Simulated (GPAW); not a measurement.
## STM contrast on a 9-layer slab of Ag(110)

Wanted: filled- and empty-state images of a 9-layer slab of Ag(110), with its work function.

Calculated with GPAW 26.7.0; GPAW, PAW setups; slab in vacuum, relaxation, in the first sound run; inputs show where later runs differ.

## (1) Starting point

The cell holds 9 atoms: 9 Ag. Its edges and angles: a = 4.090 Å, b = 2.892 Å, c = 29.568 Å, α = 90.0°, β = 90.0°, γ = 90.0°. Vacuum lies along c.

## (2) Relaxing the atoms

The atoms are relaxed first, since the surface dipole, and with it the work function, follows the positions of the outer layers. The lowest 4 atoms are held at bulk positions and keep their forces.

Input file run.py:

```python
import json
import numpy as np
from ase import Atoms
from ase.constraints import FixAtoms
from ase.optimize import BFGS
from gpaw import GPAW, PW

slab = Atoms(
    ['Ag', 'Ag', 'Ag', 'Ag', 'Ag', 'Ag', 'Ag', 'Ag', 'Ag'],
    positions=[
        [0.00000, 0.00000, 9.00000],
        [2.04500, 1.44603, 10.44603],
        [0.00000, 0.00000, 11.89207],
        [2.04500, 1.44603, 13.33810],
        [0.00000, 0.00000, 14.78413],
        [2.04500, 1.44603, 16.23017],
        [0.00000, 0.00000, 17.67620],
        [2.04500, 1.44603, 19.12223],
        [0.00000, 0.00000, 20.56827]],
    cell=[[4.09, 0.0, 0.0], [0.0, 2.89207, 0.0], [0.0, 0.0, 29.56827]],
    pbc=[True, True, False])

slab.calc = GPAW(mode=PW(400), xc='PBE', kpts={'size': (8, 11, 1), 'gamma': True},
                 occupations={'name': 'fermi-dirac', 'width': 0.1}, nbands='160%',
                 convergence={'density': 1e-05}, maxiter=200,
                 poissonsolver={'dipolelayer': 'xy'},
                 symmetry={'tolerance': 1e-3, 'extra_ids': [1, 1, 1, 1, 0, 0, 0, 0, 0]}, txt='slab.txt')
result = {}
slab.set_constraint(FixAtoms([0, 1, 2, 3]))
path = []
opt = BFGS(slab, maxstep=0.2)
opt.attach(lambda: path.append((slab.get_potential_energy(), slab.positions.tolist(), slab.get_forces().tolist())))
result['relaxed'] = bool(opt.run(fmax=0.03, steps=40))
result['path'] = path
energy = slab.get_potential_energy()
fermi = slab.calc.get_fermi_level()
v = slab.calc.get_electrostatic_potential().mean((0, 1)) - fermi
n = slab.calc.get_pseudo_density().mean((0, 1))
L = slab.cell[2, 2]
z = np.arange(len(v)) * L / len(v)
low, high = slab.positions[:, 2].min(), slab.positions[:, 2].max()
below, above = np.interp([low - 6.8, high + 6.8], z, v)
slopes = [np.interp(x, z, np.gradient(v, z)) for x in (low - 6.8, high + 6.8)]
eps = np.array([[slab.calc.get_eigenvalues(k, s) for k in range(len(slab.calc.get_ibz_k_points()))]
                for s in range(slab.calc.get_number_of_spins())]) - fermi
top, bottom = eps[eps < 0].max(), eps[eps > 0].min()
dipole = slab.get_dipole_moment()[2]
print(f'energy {energy:.4f} eV, Fermi level {fermi:.4f} eV, dipole {dipole:.5f} e A')
print(f'potential 6.8 A off the faces, from the Fermi level: lower {below:.4f} eV, upper {above:.4f} eV')
print(f'slope of the potential there: lower {slopes[0]:.5f}, upper {slopes[1]:.5f} eV/A')
print(f'nearest levels on the mesh: {top:.4f} and {bottom:.4f} eV')
print('magnetic moment', round(slab.get_magnetic_moment(), 3))
result.update(energy=energy, fermi=fermi, dipole=dipole, below=below, above=above, slopes=slopes, edges=[top, bottom],
              z=z.tolist(), v=v.tolist(), n=n.tolist(), positions=slab.positions.tolist(),
              forces=slab.get_forces(apply_constraint=False).tolist(), moments=slab.get_magnetic_moments().tolist())
json.dump(result, open('result.json', 'w'))
```

On the command line:

```console
$ OMP_NUM_THREADS=1 OPENBLAS_NUM_THREADS=1 python run.py
```

Log:

```text
Step          Energy          fmax
BFGS:    0      -24.129558        0.342425
BFGS:    1      -24.131265        0.319584
BFGS:    2      -24.143559        0.100265
BFGS:    3      -24.144137        0.108004
BFGS:    4      -24.145006        0.123311
BFGS:    5      -24.147116        0.145495
BFGS:    6      -24.150021        0.146551
BFGS:    7      -24.153268        0.114134
BFGS:    8      -24.155259        0.121639
BFGS:    9      -24.156226        0.137490
BFGS:   10      -24.157235        0.130615
BFGS:   11      -24.158479        0.089396
BFGS:   12      -24.159680        0.053349
BFGS:   13      -24.160009        0.024450
energy -24.1197 eV, Fermi level 1.3208 eV, dipole -0.00041 e A
potential 6.8 A off the faces, from the Fermi level: lower 4.1298 eV, upper 4.1404 eV
slope of the potential there: lower -0.00017, upper 0.00001 eV/A
nearest levels on the mesh: -0.0231 and 0.0100 eV
magnetic moment 0.0
```

Run time: 61 min. Hardware: 1 thread of Intel Xeon 6975P-C (Granite Rapids), shared host; peak memory 0.66 GiB.

Relaxation path:

| step | energy less that of the first step (eV) | largest force (eV/Å) |
| --- | --- | --- |
| 1 | 0.0000 | 0.3424 |
| 2 | -0.0017 | 0.3196 |
| 3 | -0.0139 | 0.1003 |
| 4 | -0.0144 | 0.1080 |
| 5 | -0.0152 | 0.1233 |
| 6 | -0.0170 | 0.1455 |
| 7 | -0.0195 | 0.1466 |
| 8 | -0.0223 | 0.1141 |
| 9 | -0.0240 | 0.1216 |
| 10 | -0.0248 | 0.1375 |
| 11 | -0.0258 | 0.1306 |
| 12 | -0.0271 | 0.0894 |
| 13 | -0.0282 | 0.0533 |
| 14 | -0.0285 | 0.0245 |

The atoms that moved most (Å):

| atom | dx | dy | dz | length |
| --- | --- | --- | --- | --- |
| Ag8 | 0.000 | 0.000 | 0.197 | 0.197 |
| Ag9 | 0.000 | 0.000 | 0.133 | 0.133 |
| Ag7 | 0.000 | 0.000 | 0.125 | 0.125 |
| Ag6 | 0.000 | 0.000 | 0.090 | 0.090 |
| Ag5 | 0.000 | 0.000 | 0.058 | 0.058 |

The relaxed structure:

```cif
data_structure
_symmetry_space_group_name_H-M 'P 1'
_symmetry_Int_Tables_number 1
_cell_length_a 4.0900
_cell_length_b 2.8921
_cell_length_c 29.5683
_cell_angle_alpha 90.000
_cell_angle_beta 90.000
_cell_angle_gamma 90.000
_cell_volume 349.75
loop_
_atom_site_label
_atom_site_type_symbol
_atom_site_fract_x
_atom_site_fract_y
_atom_site_fract_z
_atom_site_occupancy
Ag1 Ag 0.00000 0.00000 0.30438 1
Ag2 Ag 0.50000 0.50000 0.35329 1
Ag3 Ag 0.00000 0.00000 0.40219 1
Ag4 Ag 0.50000 0.50000 0.45110 1
Ag5 Ag 0.00000 0.00000 0.50198 1
Ag6 Ag 0.50000 0.50000 0.55194 1
Ag7 Ag 0.00000 0.00000 0.60205 1
Ag8 Ag 0.50000 0.50000 0.65336 1
Ag9 Ag 0.00000 0.00000 0.70010 1
```

Numbers from this step:

* dipole along the normal: -4.10e-4 e·Å
* levels nearest the Fermi level on the mesh: -0.02314, 0.01001 eV from the Fermi level
* upper work function: 4.140 eV
* lower work function: 4.130 eV

The electrostatic potential energy of an electron (without an applied field's), less the Fermi level, planar mean oscillates, so the rows of the table below give means over windows of 1.48 Å about each position, cut where the curve ends. Its maxima inside the range that stand out by 2 % of the span (Å: eV): 9.7: -4.53, 11.2: -4.76, 12.6: -4.79, 14.0: -4.06, 15.6: -4.37, 17.1: -4.32, 18.6: -3.89, 20.1: -5.43. Its minima: 9.0: -11.3, 10.5: -11.9, 11.9: -11.9, 13.3: -11.8, 14.9: -11.7, 16.4: -11.8, 17.8: -11.7, 19.3: -11.9, 20.7: -11.5.

Table of electrostatic potential energy of an electron (without an applied field's), less the Fermi level, planar mean by z; means over each step:

| z (Å) | electrostatic potential energy of an electron (without an applied field's), less the Fermi level, planar mean (eV) |
| --- | --- |
| 0.74 | 4.13 |
| 2.22 | 4.13 |
| 3.70 | 4.13 |
| 5.18 | 4.13 |
| 6.66 | 4.01 |
| 8.14 | -0.833 |
| 9.62 | -8.07 |
| 11.10 | -8.34 |
| 12.58 | -8.32 |
| 14.06 | -7.72 |
| 15.54 | -7.96 |
| 17.02 | -7.93 |
| 18.50 | -7.62 |
| 19.98 | -8.73 |
| 21.46 | -1.84 |
| 22.94 | 3.99 |
| 24.42 | 4.14 |
| 25.90 | 4.14 |
| 27.38 | 4.14 |
| 28.86 | 4.14 |

The pseudo valence density, planar mean oscillates, so the rows of the table below give means over windows of 1.48 Å about each position, cut where the curve ends. Its maxima inside the range that stand out by 2 % of the span (Å: e/Å³): 9.1: 1.56, 10.3: 1.56, 11.8: 1.60, 13.3: 1.62, 14.8: 1.60, 16.3: 1.60, 17.7: 1.60, 19.2: 1.55, 20.7: 1.61. Its minima: 9.7: 0.491, 11.2: 0.491, 12.7: 0.500, 14.2: 0.454, 15.6: 0.471, 17.1: 0.468, 18.6: 0.437, 20.1: 0.555.

Pseudo valence density, planar mean against z; means over each step:

z (Å), pseudo valence density, planar mean (e/Å³) and a bar:
```
     5.18       0.00 
     6.66       0.00 
     8.14       0.36 ##########
     9.62       1.00 ############################
    11.10       1.01 ############################
    12.58       1.01 ############################
    14.06       0.95 ###########################
    15.54       0.97 ###########################
    17.02       0.97 ###########################
    18.50       0.94 ##########################
    19.98       1.06 ##############################
    21.46       0.47 #############
    22.94       0.01 
    24.42       0.00
```

The relaxation lowered the energy of the cell by 0.0285 eV (energies extrapolated to zero smearing; the optimiser's log prints free energies). The largest force left on a free atom is 0.024 eV/Å.

## (3) Plane waves, PBE

The work function is the vacuum plateau of the electrostatic potential less the Fermi level; a dipole layer lets the two faces have plateaus of their own.

This step: GPAW, PAW setups; slab in vacuum (GPAW 26.7.0).

run.py: that of step 2 with these lines changed.

```diff
@@ -3,4 +3,3 @@
 from ase import Atoms
-from ase.constraints import FixAtoms
-from ase.optimize import BFGS
+from ase.dft.stm import STM
 from gpaw import GPAW, PW
@@ -14,7 +13,7 @@
         [2.04500, 1.44603, 13.33810],
-        [0.00000, 0.00000, 14.78413],
-        [2.04500, 1.44603, 16.23017],
-        [0.00000, 0.00000, 17.67620],
-        [2.04500, 1.44603, 19.12223],
-        [0.00000, 0.00000, 20.56827]],
+        [0.00000, 0.00000, 14.84255],
+        [2.04500, 1.44603, 16.32001],
+        [-0.00000, 0.00000, 17.80155],
+        [2.04500, 1.44603, 19.31876],
+        [-0.00000, -0.00000, 20.70087]],
     cell=[[4.09, 0.0, 0.0], [0.0, 2.89207, 0.0], [0.0, 0.0, 29.56827]],
@@ -26,10 +25,4 @@
                  poissonsolver={'dipolelayer': 'xy'},
-                 symmetry={'tolerance': 1e-3, 'extra_ids': [1, 1, 1, 1, 0, 0, 0, 0, 0]}, txt='slab.txt')
+                 symmetry={'tolerance': 1e-3}, txt='slab.txt')
 result = {}
-slab.set_constraint(FixAtoms([0, 1, 2, 3]))
-path = []
-opt = BFGS(slab, maxstep=0.2)
-opt.attach(lambda: path.append((slab.get_potential_energy(), slab.positions.tolist(), slab.get_forces().tolist())))
-result['relaxed'] = bool(opt.run(fmax=0.03, steps=40))
-result['path'] = path
 energy = slab.get_potential_energy()
@@ -55,2 +48,16 @@
               forces=slab.get_forces(apply_constraint=False).tolist(), moments=slab.get_magnetic_moments().tolist())
+
+# Images need the states of the whole zone, up to time reversal
+slab.calc = slab.calc.fixed_density(symmetry={'point_group': False}, txt='states.txt',
+                                    convergence={'bands': 'CBM+0.8'})
+stm = STM(slab)
+result['stm'] = []
+for bias in [-0.5, 0.5]:
+    height = high + 3.5
+    current = stm.get_averaged_current(bias, height)
+    x, y, h = stm.scan(bias, current)
+    i, f = divmod(height / L * stm.ldos.shape[2], 1)
+    I = abs((1 - f) * stm.ldos[:, :, int(i)] + f * stm.ldos[:, :, int(i) + 1])
+    print(f'bias {bias} V: mean current at 3.5 A {current:.4e}, corrugation {np.ptp(h):.4f} A')
+    result['stm'].append(dict(bias=bias, current=current, h=(h - high).tolist(), I=I.tolist()))
 json.dump(result, open('result.json', 'w'))
```

Log:

```text
energy -24.1197 eV, Fermi level 1.3208 eV, dipole -0.00077 e A
potential 6.8 A off the faces, from the Fermi level: lower 4.1301 eV, upper 4.1402 eV
slope of the potential there: lower -0.00015, upper -0.00002 eV/A
nearest levels on the mesh: -0.0231 and 0.0100 eV
magnetic moment 0.0
bias -0.5 V: mean current at 3.5 A 1.2726e-05, corrugation 0.2437 A
bias 0.5 V: mean current at 3.5 A 5.3500e-05, corrugation 0.1959 A
```

It took 11 min on 1 thread; peak memory 1.4 GiB.

Numbers from this step:

* dipole along the normal: -7.72e-4 e·Å
* levels nearest the Fermi level on the mesh: -0.02313, 0.009988 eV from the Fermi level
* corrugation -0.5: 0.2437 Å
* corrugation 0.5: 0.1959 Å

The electrostatic potential energy of an electron (without an applied field's), less the Fermi level, planar mean oscillates, so the rows of the table below give means over windows of 1.48 Å about each position, cut where the curve ends. Its maxima inside the range that stand out by 2 % of the span (Å: eV): 9.7: -4.53, 11.2: -4.76, 12.6: -4.79, 14.0: -4.06, 15.6: -4.37, 17.1: -4.32, 18.6: -3.89, 20.1: -5.43. Its minima: 9.0: -11.3, 10.5: -11.9, 11.9: -11.9, 13.3: -11.8, 14.9: -11.7, 16.4: -11.8, 17.8: -11.7, 19.3: -11.9, 20.7: -11.5.

Table of electrostatic potential energy of an electron (without an applied field's), less the Fermi level, planar mean by z; means over each step:

(Unchanged from step 2.)

The pseudo valence density, planar mean oscillates, so the rows of the table below give means over windows of 1.48 Å about each position, cut where the curve ends. Its maxima inside the range that stand out by 2 % of the span (Å: e/Å³): 9.1: 1.56, 10.3: 1.56, 11.8: 1.60, 13.3: 1.62, 14.8: 1.60, 16.3: 1.60, 17.7: 1.60, 19.2: 1.55, 20.7: 1.61. Its minima: 9.7: 0.491, 11.2: 0.491, 12.7: 0.500, 14.2: 0.454, 15.6: 0.471, 17.1: 0.468, 18.6: 0.437, 20.1: 0.555.

The pseudo valence density, planar mean by z; means over each step:

z (Å), pseudo valence density, planar mean (e/Å³) and a bar:
```
     5.18       0.00 
     6.66       0.00 
     8.14       0.36 ##########
     9.62       1.00 ############################
    11.10       1.01 ############################
    12.58       1.01 ############################
    14.06       0.95 ###########################
    15.54       0.97 ###########################
    17.02       0.97 ###########################
    18.50       0.94 ##########################
    19.98       1.06 ##############################
    21.46       0.47 #############
    22.94       0.01 
    24.42       0.00
```

Tip height over the top atom over a1 and a2. Sample bias -0.5 V, constant current at the mean current 3.5 Å over the top atom.

Ten even steps from '_' (3.35 Å) to '@' (3.60 Å):
```
@@@@@@%%##**==--..______..--==**##%%@@@@
@@@@@@%%##**==--..______..--==**##%%@@@@
@@@@@@%%##**==::..______..::==**##%%@@@@
@@@@%%%%##++==::..______..::==++##%%%%@@
@@@@%%%%##++==::..______..::==++##%%%%@@
@@@@%%####++==::__________::==++####%%@@
@@@@%%##**++==::__________::==++**##%%@@
@@@@%%####++==::__________::==++####%%@@
@@@@%%%%##++==::..______..::==++##%%%%@@
@@@@%%%%##++==::..______..::==++##%%%%@@
@@@@@@%%##**==::..______..::==**##%%@@@@
@@@@@@%%##**==--..______..--==**##%%@@@@
@@@@@@%%##**==--..______..--==**##%%@@@@
@@@@@@%%##**==--..______..--==**##%%@@@@
```
Columns: a1 from 0 to 0.95; rows upwards: a2 from 0 to 0.929.

Local density of states summed over the bias window over a1 and a2. Sample bias -0.5 V, constant height 3.5 Å over the top atom.

Ten even steps from '_' (0.93 × 1e-5 arbitrary) to '@' (1.66 × 1e-5 arbitrary):
```
@@@@%%##**==--::..______..::--==**##%%@@
@@@@%%##**==--::..______..::--==**##%%@@
@@@@%%##**==--::..______..::--==**##%%@@
@@%%%%##**==--....______....--==**##%%%%
%%%%%%##++==--..__________..--==++##%%%%
%%%%##**++==::..__________..::==++**##%%
%%%%##**++==::..__________..::==++**##%%
%%%%##**++==::..__________..::==++**##%%
%%%%%%##++==--..__________..--==++##%%%%
@@%%%%##**==--....______....--==**##%%%%
@@@@%%##**==--::..______..::--==**##%%@@
@@@@%%##**==--::..______..::--==**##%%@@
@@@@%%##**==--::..______..::--==**##%%@@
@@@@%%##**==--::..______..::--==**##%%@@
```
Columns: a1 from 0 to 0.95; rows upwards: a2 from 0 to 0.929.

(Part 1 of 2 ends here.)

[Logs are printed without paths, hosts, clocks, repeated set-up lines and the standing remarks that a program may print on its own settings, such as how far it seeks lower states.]

[Hosts, paths, dates, database ids (printed as entryN), source tags and the programs' standing remarks are cut or masked in the printed files.]
